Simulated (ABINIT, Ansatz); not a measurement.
## TlIO3 (R3m): bands and cutoff in G0W0 with ABINIT

Aim: raise bands and screening cutoff together for TlIO3 (R3m) and follow gap and time.

Calculated with ABINIT 10.8.3; PBEsol and many-body steps on it, plane waves.

**1. The starting structure**

It takes space group R3m (No. 160, trigonal). The conventional cell has a = 6.302 Å, b = 6.302 Å, c = 7.966 Å, α = 90.00°, β = 90.00°, γ = 120.00°. Nearest to Tl lie 3 O at 2.94 Å. I has 3 O at 1.82 Å nearest. Nearest to O lie 1 I at 1.82 Å. Farther neighbours and most contacts between anions are not listed.

The cell and positions are those that the Materials Project relaxed with its own functionals (PBE, PBE+U or r2SCAN), kept fixed. Spin-orbit coupling is left out unless a step names it.

**2. Empty states on the mesh, 2×2×2 mesh, 192 bands**

This step: ABINIT 10.8.3; DFT, PBEsol, plane waves, norm-conserving pseudopotentials.

The sums over transitions need many empty states on a uniform mesh; this step solves for them.

The input, run.abi:

```
acell 3*1.0 Angstrom
rprim 
  3.150792580489 1.819110944506 2.655433585300
  -3.150792580489 1.819110944506 2.655433585300
  0.000000000000 -3.638221889012 2.655433585300
ntypat 3
znucl 81 53 8
natom 5
typat 1 2 3 3 3
xred 
  0.008750850000 0.008750850000 0.008750850000
  0.501867330000 0.501867330000 0.501867330000
  0.903287650000 0.461897090000 0.461897090000
  0.461897090000 0.903287650000 0.461897090000
  0.461897090000 0.461897090000 0.903287650000
pp_dirpath "pseudos"
pseudos "Tl.upf, I.upf, O.upf"
ecut 42
ngkpt 2 2 2
nshiftk 1
shiftk 0 0 0
kptopt 1
chksymbreak 0
iscf -2
irdden 1
istwfk *1
nband 192
nbdbuf 16
tolwfr 1e-09
nstep 60
prtvol 0
indata_prefix "in"
outdata_prefix "out"
tmpdata_prefix "tmp"
```

The run is started by

```bash
$ OMP_NUM_THREADS=1 mpirun -n 4 abinit run.abi > log
```

Numbers of over 12 decimals in the logs are rounded to 6 here.

Log:

```text
.Version 10.8.3 of ABINIT. v10.8.2 released Aug 2026.

 Symmetries : space group R3 m (#160); Bravais hR (rhombohedral)
[... echo of the input left out ...]
== DATASET  1 ==================================================================
-   mpi_nproc: 4, omp_nthreads: 1 (-1 if OMP is not activated)

--- !DatasetInfo
iteration_state: {dtset: 1, }
dimensions: {natom: 5, nkpt: 4, mband: 192, nsppol: 1, nspinor: 1, nspden: 1, mpw: 8025, }
cutoff_energies: {ecut:  42.0, pawecutdg:  -1.0, }
[...]
2.84910    2.86567    2.86567    2.87747    2.88875    2.90726    2.90726    2.91722
   2.92084    2.92084    2.93732    2.93733    2.95568    2.96455    3.00605    3.00794
 prteigrs : prtvol=0 or 1, do not print more k-points.

== END DATASET(S) ==============================================================
================================================================================

 -outvars: echo values of variables after computation  --------
            nband         192
             nkpt           4
          spgroup         160
 [... the other variables as echoed above ...]

 Calculation completed.
```

Run time: 68 s. Hardware: 4 MPI ranks of Arm Neoverse V1, shared host; peak memory 0.46 GiB.

This step gave:

```yaml
gap: 2.690 eV
k_of_the_valence_top: 0.5, 0.5, 0.5
k_of_the_conduction_bottom: 0.5, 0.5, 0.5
least_direct_gap: 2.690 eV
k_points_computed: 4
lowest_point_of_the_top_converged_band_above_the_valence_top: 74.2204 eV
```

On this mesh the gap is 2.690 eV.

The density comes from a self-consistent run that is not shown.

**3. Screening, 2×2×2 mesh, 46 bands, screening to 62.6 eV**

The RPA dielectric matrix is built and inverted for each q.

This step: RPA screening on PBEsol, plane waves, norm-conserving pseudopotentials.

run.abi: that of step 2 with these lines changed.

```diff
@@ -23,10 +23,11 @@
 chksymbreak 0
-iscf -2
-irdden 1
 istwfk *1
-nband 192
-nbdbuf 16
-tolwfr 1e-09
-nstep 60
-prtvol 0
+occopt 1
+irdwfk 1
+optdriver 3
+nband 46
+ecuteps 2.3
+inclvkb 2
+awtr 1
+symchi 1
 indata_prefix "in"
```

Log:

```text
.Version 10.8.3 of ABINIT. v10.8.2 released Aug 2026.

 Symmetries : space group R3 m (#160); Bravais hR (rhombohedral)
[... echo of the input left out ...]
== DATASET  1 ==================================================================
-   mpi_nproc: 4, omp_nthreads: 1 (-1 if OMP is not activated)

--- !DatasetInfo
iteration_state: {dtset: 1, }
dimensions: {natom: 5, nkpt: 4, mband: 46, nsppol: 1, nspinor: 1, nspden: 1, mpw: 8025, }
cutoff_energies: {ecut:  42.0, pawecutdg:  -1.0, }
electrons: {nelect:   5.60000000E+01, charge:   0.00000000E+00, occopt:   1.00000000E+00, tsmear:   1.00000000E-02, }

 SCREENING: Calculation of the susceptibility and dielectric matrices

 Based on a program developped by R.W. Godby, V. Olevano, G. Onida, and L. Reining.
 Incorporated in ABINIT by V. Olevano, G.-M. Rignanese, and M. Torrent.
.Using double precision arithmetic ; gwpc =  8

[... cell and pseudopotentials left out ...]
--------------------------------------------------------------------------------

 ==== K-mesh for the wavefunctions ====
 Number of points in the irreducible wedge :     4
[... list of points left out ...]
 Together with  6 symmetry operations and time-reversal symmetry
 yields     8 points in the full Brillouin Zone.

 ==== Q-mesh for the screening function ====
 Number of points in the irreducible wedge :     4
[... list of points left out ...]
 Together with  6 symmetry operations and time-reversal symmetry
 yields     8 points in the full Brillouin Zone.

 setmesh: FFT mesh size selected  =    32x   32x   32
          total number of points  =        32768

 vcoul_init : cutoff-mode = AUXILIARY_FUNCTION
 q-points for optical limit:   1
     1)      0.000010    0.000020    0.000030

- screening: taking advantage of time-reversal symmetry
- Maximum band index for partially occupied states nbvw = 28
- Remaining bands to be divided among processors   nbcw = 18
- Number of bands treated by each node ~4

 Number of electrons calculated from density =   56.0000; Expected =   56.0000
 average of density, n =  0.090871
 r_s =    1.3798
 omega_plasma =   29.0783 [eV]

 calculating chi0 at frequencies [eV] :
  1    0.000000E+00    0.000000E+00
  2    0.000000E+00    2.907826E+01

--------------------------------------------------------------------------------
  q-point number  1        q = ( 0.000000, 0.000000, 0.000000) [r.l.u.]
--------------------------------------------------------------------------------
[... chi0 elements left out ...]
 For q-point:  0.000010 0.000020 0.000030
  dielectric constant =   5.1055
  dielectric constant without local fields =   5.9529

  Average fulfillment of the sum rule on Im[epsilon] for q-point    1 :     16.82  [%]
[... wings left out ...]
  q-point number  2        q = ( 0.500000, 0.000000, 0.000000) [r.l.u.]
--------------------------------------------------------------------------------
[... chi0 elements left out ...]
  Average fulfillment of the sum rule on Im[epsilon] for q-point    2 :     24.79  [%]

 [... 2 further q-points ...]
```

The job ended after 7.2 s (4 MPI ranks; peak memory 0.66 GiB).

This step gave:

```
ε∞ with local fields, on this mesh, along the program's q direction : 5.106
the same without local fields                                       : 5.953
plasma frequency                                                    : 29.08 eV
plane waves in the screening matrix                                 : 93
```

Local fields lower ε∞ by 14 %. On a Γ-centred mesh this coarse the value itself is usually too large, while a short band sum pulls it down.

**4. 46 bands, 62.6 eV**

The self-energy is evaluated for the states that the input lists, and the levels follow from it, in one-shot runs by the linearised quasiparticle equation.

This step: G0W0 on PBEsol, plane waves, norm-conserving pseudopotentials.

run.abi: that of step 3 with these lines changed.

```diff
@@ -26,8 +26,17 @@
 irdwfk 1
-optdriver 3
+optdriver 4
 nband 46
+gwcalctyp 0
+ecutsigx 42
+symsigma 1
+nkptgw 2
+kptgw 
+  0.5000000000 0.5000000000 0.5000000000
+  0.0000000000 0.0000000000 0.0000000000
+bdgw 
+  27 30
+  27 31
 ecuteps 2.3
-inclvkb 2
-awtr 1
-symchi 1
+irdscr 1
+ppmodel 1
 indata_prefix "in"
```

Log:

```text
.Version 10.8.3 of ABINIT. v10.8.2 released Aug 2026.

 Symmetries : space group R3 m (#160); Bravais hR (rhombohedral)
[... echo of the input left out ...]
== DATASET  1 ==================================================================
-   mpi_nproc: 4, omp_nthreads: 1 (-1 if OMP is not activated)

--- !DatasetInfo
iteration_state: {dtset: 1, }
dimensions: {natom: 5, nkpt: 4, mband: 46, nsppol: 1, nspinor: 1, nspden: 1, mpw: 8025, }
cutoff_energies: {ecut:  42.0, pawecutdg:  -1.0, }
electrons: {nelect:   5.60000000E+01, charge:   0.00000000E+00, occopt:   1.00000000E+00, tsmear:   1.00000000E-02, }

 SIGMA: Calculation of the GW corrections

 Based on a program developped by R.W. Godby, V. Olevano, G. Onida, and L. Reining.
 Incorporated in ABINIT by V. Olevano, G.-M. Rignanese, and M. Torrent.
.Using double precision arithmetic ; gwpc =  8

[... cell and pseudopotentials left out ...]
--------------------------------------------------------------------------------

 ==== K-mesh for the wavefunctions ====
 Number of points in the irreducible wedge :     4
[... list of points left out ...]
 Together with  6 symmetry operations and time-reversal symmetry
 yields     8 points in the full Brillouin Zone.

 ==== Q-mesh for screening function ====
 Number of points in the irreducible wedge :     4
[... list of points left out ...]
 Together with  6 symmetry operations and time-reversal symmetry
 yields     8 points in the full Brillouin Zone.

 vcoul_init : cutoff-mode = AUXILIARY_FUNCTION
 q-points for optical limit:   1
     1)      0.000010    0.000020    0.000030
 setmesh: FFT mesh size selected  =    50x   50x   50
          total number of points  =       125000

 Number of electrons calculated from density =   56.0000; Expected =   56.0000
 average of density, n =  0.090871
 r_s =    1.3798
 omega_plasma =   29.0783 [eV]

 === KS Band Gaps ===
  >>>> For spin  1
   Minimum direct gap =   2.6901 [eV], located at k-point      :   0.5000  0.5000  0.5000
   Fundamental gap    =   2.6901 [eV], Top of valence bands at :   0.5000  0.5000  0.5000
                                       Bottom of conduction at :   0.5000  0.5000  0.5000
 SIGMA fundamental parameters:
 PLASMON POLE MODEL  1
 number of plane-waves for SigmaX                 8025
 number of plane-waves for SigmaC and W             93
 number of plane-waves for wavefunctions          8025
 number of bands                                    46
 number of independent spin polarizations            1
 number of spinorial components                      1
 number of k-points in IBZ                           4
 number of q-points in IBZ                           4
 number of symmetry operations                       6
 number of k-points in BZ                            8
 number of q-points in BZ                            8
 number of frequencies for dSigma/dE                 9
 frequency step for dSigma/dE [eV]                0.25
 number of omega for Sigma on real axis              0
 max omega for Sigma on real axis  [eV]           0.00
 zcut for avoiding poles [eV]                     0.10

 EPSILON^-1 parameters (SCR file):
 dimension of the eps^-1 matrix on file             93
 dimension of the eps^-1 matrix used                93
 number of plane-waves for wavefunctions          8025
 number of bands                                    46
 number of q-points in IBZ                           4
 number of frequencies                               2
 number of real frequencies                          1
 number of imag frequencies                          1

 matrix elements of self-energy operator (all in [eV])

 Perturbative Calculation

--- !SelfEnergy_ee
iteration_state: {dtset: 1, }
kpoint     : [   0.500,    0.500,    0.500, ]
spin       : 1
KS_gap     :    2.690
QP_gap     :    4.386
Delta_QP_KS:    1.695
data: !SigmaeeData |
     Band     E0 <VxcDFT>   SigX SigC(E0)      Z dSigC/dE  Sig(E)    E-E0       E
       27   2.780 -19.497 -24.743   5.246   0.747  -0.339 -19.497  -0.000   2.780
       28   3.307 -17.005 -20.797   3.605   0.792  -0.262 -17.153  -0.149   3.159
       29   5.998 -14.349 -10.474  -1.987   0.819  -0.221 -12.803   1.547   7.544
       30   5.998 -14.349 -10.474  -1.987   0.819  -0.221 -12.803   1.547   7.544

--- !SelfEnergy_ee
iteration_state: {dtset: 1, }
kpoint     : [   0.000,    0.000,    0.000, ]
spin       : 1
KS_gap     :    7.479
QP_gap     :    9.509
Delta_QP_KS:    2.030
data: !SigmaeeData |
     Band     E0 <VxcDFT>   SigX SigC(E0)      Z dSigC/dE  Sig(E)    E-E0       E
       27   1.971 -18.303 -23.150   4.896   0.752  -0.330 -18.266   0.037   2.008
       28   2.282 -18.735 -24.157   5.318   0.745  -0.342 -18.813  -0.078   2.204
       29   9.761 -10.889  -6.042  -2.529   0.842  -0.188  -8.937   1.952  11.713
       30  10.035 -15.645 -10.508  -2.455   0.800  -0.251 -13.501   2.144  12.179
       31  10.035 -15.645 -10.508  -2.455   0.800  -0.251 -13.501   2.144  12.179

== END DATASET(S) ==============================================================
================================================================================

 -outvars: echo values of variables after computation  --------
           etotal      0.0000000000E+00
            nband          46
             nkpt           4
          spgroup         160
 [... the other variables as echoed above ...]

 Calculation completed.
```

Wall time 4.2 s (4 MPI ranks); peak memory 0.35 GiB.

Numbers from this step:

```yaml
g0w0_gap_on_the_points_computed: 4.385 eV
starting_gap_on_the_mesh: 2.690 eV
k_of_the_valence_top: 0.5, 0.5, 0.5
k_of_the_conduction_bottom: 0.5, 0.5, 0.5
z_at_the_valence_top: 0.792
z_at_the_conduction_bottom: 0.819
least_direct_g0w0_gap_on_the_computed_points: 4.385 eV
```

The gap on the mesh goes from 2.69 eV to 4.38 eV, a correction of +1.69 eV.

**5. Screening, 2×2×2 mesh, 88 bands, screening to 114.3 eV**

This step: RPA screening on PBEsol, plane waves, norm-conserving pseudopotentials.

run.abi: that of step 4 with these lines changed.

```diff
@@ -26,17 +26,8 @@
 irdwfk 1
-optdriver 4
-nband 46
-gwcalctyp 0
-ecutsigx 42
-symsigma 1
-nkptgw 2
-kptgw 
-  0.5000000000 0.5000000000 0.5000000000
-  0.0000000000 0.0000000000 0.0000000000
-bdgw 
-  27 30
-  27 31
-ecuteps 2.3
-irdscr 1
-ppmodel 1
+optdriver 3
+nband 88
+ecuteps 4.2
+inclvkb 2
+awtr 1
+symchi 1
 indata_prefix "in"
```

Log:

```text
.Version 10.8.3 of ABINIT. v10.8.2 released Aug 2026.

 Symmetries : space group R3 m (#160); Bravais hR (rhombohedral)
[... echo of the input left out ...]
== DATASET  1 ==================================================================
-   mpi_nproc: 4, omp_nthreads: 1 (-1 if OMP is not activated)

--- !DatasetInfo
iteration_state: {dtset: 1, }
dimensions: {natom: 5, nkpt: 4, mband: 88, nsppol: 1, nspinor: 1, nspden: 1, mpw: 8025, }
cutoff_energies: {ecut:  42.0, pawecutdg:  -1.0, }
electrons: {nelect:   5.60000000E+01, charge:   0.00000000E+00, occopt:   1.00000000E+00, tsmear:   1.00000000E-02, }

 SCREENING: Calculation of the susceptibility and dielectric matrices

 Based on a program developped by R.W. Godby, V. Olevano, G. Onida, and L. Reining.
 Incorporated in ABINIT by V. Olevano, G.-M. Rignanese, and M. Torrent.
.Using double precision arithmetic ; gwpc =  8

[... cell and pseudopotentials left out ...]
--------------------------------------------------------------------------------

 ==== K-mesh for the wavefunctions ====
 Number of points in the irreducible wedge :     4
[... list of points left out ...]
 Together with  6 symmetry operations and time-reversal symmetry
 yields     8 points in the full Brillouin Zone.

 ==== Q-mesh for the screening function ====
 Number of points in the irreducible wedge :     4
[... list of points left out ...]
 Together with  6 symmetry operations and time-reversal symmetry
 yields     8 points in the full Brillouin Zone.

 setmesh: FFT mesh size selected  =    36x   36x   36
          total number of points  =        46656

 vcoul_init : cutoff-mode = AUXILIARY_FUNCTION
 q-points for optical limit:   1
     1)      0.000010    0.000020    0.000030

- screening: taking advantage of time-reversal symmetry
- Maximum band index for partially occupied states nbvw = 28
- Remaining bands to be divided among processors   nbcw = 60
- Number of bands treated by each node ~15

 Number of electrons calculated from density =   56.0000; Expected =   56.0000
 average of density, n =  0.090871
 r_s =    1.3798
 omega_plasma =   29.0783 [eV]

 calculating chi0 at frequencies [eV] :
  1    0.000000E+00    0.000000E+00
  2    0.000000E+00    2.907826E+01

--------------------------------------------------------------------------------
  q-point number  1        q = ( 0.000000, 0.000000, 0.000000) [r.l.u.]
--------------------------------------------------------------------------------
[... chi0 elements left out ...]
 For q-point:  0.000010 0.000020 0.000030
  dielectric constant =   5.1656
  dielectric constant without local fields =   6.1724

  Average fulfillment of the sum rule on Im[epsilon] for q-point    1 :     43.01  [%]
[... wings left out ...]
  q-point number  2        q = ( 0.500000, 0.000000, 0.000000) [r.l.u.]
--------------------------------------------------------------------------------
[... chi0 elements left out ...]
  Average fulfillment of the sum rule on Im[epsilon] for q-point    2 :     52.31  [%]

 [... 2 further q-points ...]
```

Elapsed: 17 s, on 4 MPI ranks; peak memory 1 GiB.

This step gave:

| Item | Value |
| --- | --- |
| ε∞ with local fields, on this mesh, along the program's q direction | 5.166 |
| the same without local fields | 6.172 |
| plasma frequency | 29.08 eV |
| plane waves in the screening matrix | 251 |

(Part 1 of 2 ends here.)

[Paths, hosts, dates, memory and timing lines, banners, echoed tables and standing remarks are left out of the program output.]

[Logs are printed without paths, hosts, clocks, repeated set-up lines and the standing remarks that a program may print on its own settings, such as how far it seeks lower states.]

[Runs of the session that timed out or met a known fault of the program may be left out.]

[No measured gap is set beside runs whose start may be inverted or whose files or cutoffs have a known fault.]

[Hosts, paths, dates, database ids (printed as entryN), source tags and the programs' standing remarks are cut or masked in the printed files.]

[G0W0 gaps are taken among the corrected bands and points alone; a level outside them can change the order at an edge.]

[Where Ansatz stands beside ABINIT at settings called matched, ABINIT's density can come from a denser mesh and the files from another edition; pairs whose starting gaps differed by over 0.03 eV were left out, so agreement reads better than it is.]
